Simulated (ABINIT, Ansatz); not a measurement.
# BiH3 (Pm-3m): zone-centre phonons, part 3 of 4

Which modes does BiH3 (Pm-3m) have at the zone centre?

ABINIT 10.8.3; DFT LDA, scalar-relativistic, plane waves, HGH norm-conserving pseudopotentials.

So far. Step 3 (Ground state): The cell stands at -0.40 GPa: the relaxation ran with a smoothed and higher cutoff, and the difference is a stress of the finite basis. Step 4 (Zone-centre response): The acoustic modes at Γ come out as far as 0.4 cm⁻¹ from zero, where they should vanish, a small numerical error. The lowest optical mode is imaginary, 1096i cm⁻¹, an instability at this level and on this k mesh. The relaxed cell has a = 4.119 Å (conventional setting).

The structure was built from a prototype and need not be the compound's stable phase.

## (5) Zone-centre analysis

anaddb reads the merged derivatives and imposes the acoustic sum rule.

anaddb.abi reads:

```
ddb_filepath "gamma_DDB"
output_file "anaddb.abo"
outdata_prefix "anaddb"
asr 1
chneut 1
enunit 2
eivec 1
nph1l 1
qph1l 0.0 0.0 0.0 1.0
```

mrgddb.in reads:

```
gamma_DDB
merged
2
dfpt_gammao_DDB
gso_DDB
```

On the command line:

```bash
$ mrgddb < mrgddb.in > mrgddb.log
$ OMP_NUM_THREADS=1 anaddb anaddb.abi > anaddb.log
```

anaddb.abo, the main output file:

```text
-outvars_anaddb: echo values of input variables ----------------------

 Miscellaneous information :
      enunit         2
       eivec         1
         asr         1
 First list of wavevector (reduced coord.) :
       nph1l         1
       qph1l
                     0.00000000E+00  0.00000000E+00  0.00000000E+00    1.000E+00

================================================================================

 read the DDB information and perform some checks

  ==== Info on the Cryst% object ====
 Real(R)+Recip(G) space primitive vectors, cartesian coordinates (Bohr,Bohr^-1):
 R(1)=  7.7829304  0.0000000  0.0000000  G(1)=  0.1284863  0.0000000  0.0000000
 R(2)=  0.0000000  7.7829304  0.0000000  G(2)=  0.0000000  0.1284863  0.0000000
 R(3)=  0.0000000  0.0000000  7.7829304  G(3)=  0.0000000  0.0000000  0.1284863
 Unit cell volume ucvol=  4.7144327E+02 bohr^3
 Angles (23,13,12)=  9.00000000E+01  9.00000000E+01  9.00000000E+01 degrees
 Time-reversal symmetry is present
 Reduced atomic positions [iatom, xred, symbol]:
    1)    0.0000000  0.0000000  0.0000000  Bi
    2)    0.5000000  0.0000000  0.0000000   H
    3)    0.0000000  0.5000000  0.0000000   H
    4)    0.0000000  0.0000000  0.5000000   H

 DDB file with 3 blocks has been read.

================================================================================

 Treat the first list of vectors

  Phonon wavevector (reduced coordinates) :  0.00000  0.00000  0.00000
 Phonon energies in Hartree :
  -4.994028E-03 -4.994028E-03 -4.994028E-03  0.000000E+00  0.000000E+00
   0.000000E+00  2.137113E-03  2.137113E-03  2.137113E-03  2.181283E-03
   2.181283E-03  2.181283E-03
 Phonon energies in meV     :
- -1.358944E+02 -1.358944E+02 -1.358944E+02  0.000000E+00  0.000000E+00
-  0.000000E+00  5.815381E+01  5.815381E+01  5.815381E+01  5.935574E+01
-  5.935574E+01  5.935574E+01
 Phonon frequencies in cm-1    :
- -1.096062E+03 -1.096062E+03 -1.096062E+03  0.000000E+00  0.000000E+00
-  0.000000E+00  4.690421E+02  4.690421E+02  4.690421E+02  4.787363E+02
-  4.787363E+02  4.787363E+02
 Phonon frequencies in Thz     :
- -3.285913E+01 -3.285913E+01 -3.285913E+01  0.000000E+00  0.000000E+00
-  0.000000E+00  1.406153E+01  1.406153E+01  1.406153E+01  1.435215E+01
-  1.435215E+01  1.435215E+01
 Phonon energies in Kelvin  :
- -1.576989E+03 -1.576989E+03 -1.576989E+03  0.000000E+00  0.000000E+00
-  0.000000E+00  6.748469E+02  6.748469E+02  6.748469E+02  6.887947E+02
-  6.887947E+02  6.887947E+02

 Eigendisplacements
 (will be given, for each mode : in cartesian coordinates
   for each atom the real part of the displacement vector,
   then the imaginary part of the displacement vector - absolute values smaller than 1.0d-7 are set to zero)
  Mode number    1   Energy   -4.994028E-03
 Attention : low frequency mode.
   (Could be unstable or acoustic mode)
-  1  1.13241956E-04  0.00000000E+00  0.00000000E+00
-     0.00000000E+00  0.00000000E+00  0.00000000E+00
-  2 -2.32718339E-02  0.00000000E+00  0.00000000E+00
-     0.00000000E+00  0.00000000E+00  0.00000000E+00
-  3 -1.03544603E-04  1.15136438E-07  0.00000000E+00
-     0.00000000E+00  0.00000000E+00  0.00000000E+00
-  4 -1.03544603E-04  0.00000000E+00  0.00000000E+00
-     0.00000000E+00  0.00000000E+00  0.00000000E+00
  Mode number    2   Energy   -4.994028E-03
 Attention : low frequency mode.
   (Could be unstable or acoustic mode)
-  1  0.00000000E+00  1.13241956E-04  0.00000000E+00
-     0.00000000E+00  0.00000000E+00  0.00000000E+00
-  2 -1.15136438E-07 -1.03544603E-04  0.00000000E+00
-     0.00000000E+00  0.00000000E+00  0.00000000E+00
-  3  0.00000000E+00 -2.32718339E-02  0.00000000E+00
-     0.00000000E+00  0.00000000E+00  0.00000000E+00
-  4  0.00000000E+00 -1.03544603E-04  0.00000000E+00
-     0.00000000E+00  0.00000000E+00  0.00000000E+00
  Mode number    3   Energy   -4.994028E-03
 Attention : low frequency mode.
   (Could be unstable or acoustic mode)
-  1  0.00000000E+00  0.00000000E+00  1.13241956E-04
-     0.00000000E+00  0.00000000E+00  0.00000000E+00
-  2  0.00000000E+00  0.00000000E+00 -1.03544603E-04
-     0.00000000E+00  0.00000000E+00  0.00000000E+00
-  3  0.00000000E+00  0.00000000E+00 -1.03544603E-04
-     0.00000000E+00  0.00000000E+00  0.00000000E+00
-  4  0.00000000E+00  0.00000000E+00 -2.32718339E-02
-     0.00000000E+00  0.00000000E+00  0.00000000E+00
  Mode number    4   Energy    0.000000E+00
 Attention : low frequency mode.
   (Could be unstable or acoustic mode)
-  1  0.00000000E+00  0.00000000E+00 -1.60859875E-03
-     0.00000000E+00  0.00000000E+00  0.00000000E+00
-  2  0.00000000E+00  0.00000000E+00 -1.60859875E-03
-     0.00000000E+00  0.00000000E+00  0.00000000E+00
-  3  0.00000000E+00  0.00000000E+00 -1.60859875E-03
-     0.00000000E+00  0.00000000E+00  0.00000000E+00
-  4  0.00000000E+00  0.00000000E+00 -1.60859876E-03
-     0.00000000E+00  0.00000000E+00  0.00000000E+00
  Mode number    5   Energy    0.000000E+00
 Attention : low frequency mode.
   (Could be unstable or acoustic mode)
-  1  0.00000000E+00  1.60859875E-03  0.00000000E+00
-     0.00000000E+00  0.00000000E+00  0.00000000E+00
-  2  0.00000000E+00  1.60859875E-03  0.00000000E+00
-     0.00000000E+00  0.00000000E+00  0.00000000E+00
-  3  0.00000000E+00  1.60859876E-03  0.00000000E+00
-     0.00000000E+00  0.00000000E+00  0.00000000E+00
-  4  0.00000000E+00  1.60859875E-03  0.00000000E+00
-     0.00000000E+00  0.00000000E+00  0.00000000E+00
  Mode number    6   Energy    0.000000E+00
 Attention : low frequency mode.
   (Could be unstable or acoustic mode)
-  1  1.60859875E-03  0.00000000E+00  0.00000000E+00
-     0.00000000E+00  0.00000000E+00  0.00000000E+00
-  2  1.60859876E-03  0.00000000E+00  0.00000000E+00
-     0.00000000E+00  0.00000000E+00  0.00000000E+00
-  3  1.60859875E-03  0.00000000E+00  0.00000000E+00
-     0.00000000E+00  0.00000000E+00  0.00000000E+00
-  4  1.60859875E-03  0.00000000E+00  0.00000000E+00
-     0.00000000E+00  0.00000000E+00  0.00000000E+00
  Mode number    7   Energy    2.137113E-03
-  1  0.00000000E+00  0.00000000E+00  0.00000000E+00
-     0.00000000E+00  0.00000000E+00  0.00000000E+00
-  2  0.00000000E+00  4.44325675E-07 -1.64963404E-02
-     0.00000000E+00  0.00000000E+00  0.00000000E+00
-  3  0.00000000E+00  0.00000000E+00  1.64963404E-02
-     0.00000000E+00  0.00000000E+00  0.00000000E+00
-  4  0.00000000E+00 -4.44325676E-07  0.00000000E+00
-     0.00000000E+00  0.00000000E+00  0.00000000E+00
  Mode number    8   Energy    2.137113E-03
-  1  0.00000000E+00  0.00000000E+00  0.00000000E+00
-     0.00000000E+00  0.00000000E+00  0.00000000E+00
-  2  0.00000000E+00  1.64963403E-02  4.44336343E-07
-     0.00000000E+00  0.00000000E+00  0.00000000E+00
-  3  2.50088073E-06  0.00000000E+00 -4.44336343E-07
-     0.00000000E+00  0.00000000E+00  0.00000000E+00
-  4 -2.50088073E-06 -1.64963403E-02  0.00000000E+00
-     0.00000000E+00  0.00000000E+00  0.00000000E+00
  Mode number    9   Energy    2.137113E-03
-  1  0.00000000E+00  0.00000000E+00  0.00000000E+00
-     0.00000000E+00  0.00000000E+00  0.00000000E+00
-  2  0.00000000E+00  2.50088263E-06  0.00000000E+00
-     0.00000000E+00  0.00000000E+00  0.00000000E+00
-  3 -1.64963403E-02  0.00000000E+00  0.00000000E+00
-     0.00000000E+00  0.00000000E+00  0.00000000E+00
-  4  1.64963403E-02 -2.50088263E-06  0.00000000E+00
-     0.00000000E+00  0.00000000E+00  0.00000000E+00
  Mode number   10   Energy    2.181283E-03
-  1  0.00000000E+00  0.00000000E+00 -1.56898459E-04
-     0.00000000E+00  0.00000000E+00  0.00000000E+00
-  2  0.00000000E+00  1.48976421E-07  1.64173974E-02
-     0.00000000E+00  0.00000000E+00  0.00000000E+00
-  3  0.00000000E+00  0.00000000E+00  1.64173974E-02
-     0.00000000E+00  0.00000000E+00  0.00000000E+00
-  4  0.00000000E+00  1.48976421E-07 -3.04388244E-04
-     0.00000000E+00  0.00000000E+00  0.00000000E+00
  Mode number   11   Energy    2.181283E-03
-  1  0.00000000E+00  1.56898457E-04  0.00000000E+00
-     0.00000000E+00  0.00000000E+00  0.00000000E+00
-  2  0.00000000E+00 -1.64173973E-02  1.48973190E-07
-     0.00000000E+00  0.00000000E+00  0.00000000E+00
-  3 -2.05278345E-06  3.04388241E-04  1.48973190E-07
-     0.00000000E+00  0.00000000E+00  0.00000000E+00
-  4 -2.05278345E-06 -1.64173973E-02  0.00000000E+00
-     0.00000000E+00  0.00000000E+00  0.00000000E+00
  Mode number   12   Energy    2.181283E-03
-  1  1.56898457E-04  0.00000000E+00  0.00000000E+00
-     0.00000000E+00  0.00000000E+00  0.00000000E+00
-  2  3.04388241E-04  2.05278322E-06  0.00000000E+00
-     0.00000000E+00  0.00000000E+00  0.00000000E+00
-  3 -1.64173973E-02  0.00000000E+00  0.00000000E+00
-     0.00000000E+00  0.00000000E+00  0.00000000E+00
-  4 -1.64173973E-02  2.05278322E-06  0.00000000E+00
-     0.00000000E+00  0.00000000E+00  0.00000000E+00

 Analysis of degeneracies and characters (maximum tolerance=1.00E-06 a.u.)
 For each vibration mode, or group of modes if degenerate,
 the characters are given for each symmetry operation (see the list in the log file).
 Symmetry characters of vibration mode #   1
       degenerate with vibration modes #   2 to    3
  3.0 -3.0 -1.0  1.0 -1.0  1.0 -1.0  1.0  1.0 -1.0 -1.0  1.0  1.0 -1.0 -1.0  1.0
  0.0 -0.0  0.0 -0.0 -0.0  0.0 -0.0  0.0  1.0 -1.0 -1.0  1.0 -1.0  1.0  1.0 -1.0
  0.0 -0.0 -0.0  0.0 -0.0  0.0  0.0 -0.0  1.0 -1.0  1.0 -1.0 -1.0  1.0 -1.0  1.0
 Symmetry characters of vibration mode #   4
       degenerate with vibration modes #   5 to    6
  3.0 -3.0 -1.0  1.0 -1.0  1.0 -1.0  1.0  1.0 -1.0 -1.0  1.0  1.0 -1.0 -1.0  1.0
  0.0 -0.0  0.0 -0.0 -0.0  0.0 -0.0  0.0  1.0 -1.0 -1.0  1.0 -1.0  1.0  1.0 -1.0
  0.0 -0.0 -0.0  0.0 -0.0  0.0  0.0 -0.0  1.0 -1.0  1.0 -1.0 -1.0  1.0 -1.0  1.0
 Symmetry characters of vibration mode #   7
       degenerate with vibration modes #   8 to    9
  3.0 -3.0 -1.0  1.0 -1.0  1.0 -1.0  1.0 -1.0  1.0  1.0 -1.0 -1.0  1.0  1.0 -1.0
  0.0 -0.0 -0.0  0.0 -0.0  0.0  0.0 -0.0 -1.0  1.0  1.0 -1.0  1.0 -1.0 -1.0  1.0
  0.0 -0.0 -0.0  0.0  0.0 -0.0 -0.0  0.0 -1.0  1.0 -1.0  1.0  1.0 -1.0  1.0 -1.0
 Symmetry characters of vibration mode #  10
       degenerate with vibration modes #  11 to   12
  3.0 -3.0 -1.0  1.0 -1.0  1.0 -1.0  1.0  1.0 -1.0 -1.0  1.0  1.0 -1.0 -1.0  1.0
 -0.0  0.0 -0.0  0.0  0.0 -0.0  0.0 -0.0  1.0 -1.0 -1.0  1.0 -1.0  1.0  1.0 -1.0
 -0.0  0.0  0.0 -0.0  0.0 -0.0 -0.0  0.0  1.0 -1.0  1.0 -1.0 -1.0  1.0 -1.0  1.0
-
```

Elapsed: 0.7 s, on 1 thread of Intel Xeon at 2.70GHz, shared host.

No LO-TO term; unit eigenvectors of the mass-weighted matrix, from anaddb's displacements. Modes at Γ, with each element's share of the kinetic energy (negative means imaginary):

```
mode  frequency (cm⁻¹)  symmetry  Bi %  H %
   1           -1096.1       T1u     0  100
   2           -1096.1       T1u     0  100
   3           -1096.1       T1u     0  100
   4               0.0  acoustic    99    1
   5               0.0  acoustic    99    1
   6               0.0  acoustic    99    1
   7             469.0       T2u     0  100
   8             469.0       T2u     0  100
   9             469.0       T2u     0  100
  10             478.7       T1u     1   99
  11             478.7       T1u     1   99
  12             478.7       T1u     1   99
```

Displacements in mode 3 (-1096.1 cm⁻¹), the largest set to 1:
```
Bi1  0.00  0.00  0.00
H2   0.00  0.00  0.00
H3   0.00  0.00  0.00
H4   0.00  0.00 -1.00
```

Displacements in mode 10 (478.7 cm⁻¹), the largest set to 1:
```
Bi1  0.00  0.00 -0.01
H2   0.00  0.00  1.00
H3   0.00  0.00  1.00
H4   0.00  0.00 -0.02
```

The rule moves no optical mode by more than 0.1 cm⁻¹.

(Part 3 of 4 ends here.)

[Host names and launcher messages were left out of these logs when they were recorded.]

[Logs are printed without paths, hosts, clocks, repeated set-up lines and the standing remarks that a program may print on its own settings, such as how far it seeks lower states.]

[Hosts, paths, dates, database ids (printed as entryN), source tags and the programs' standing remarks are cut or masked in the printed files.]
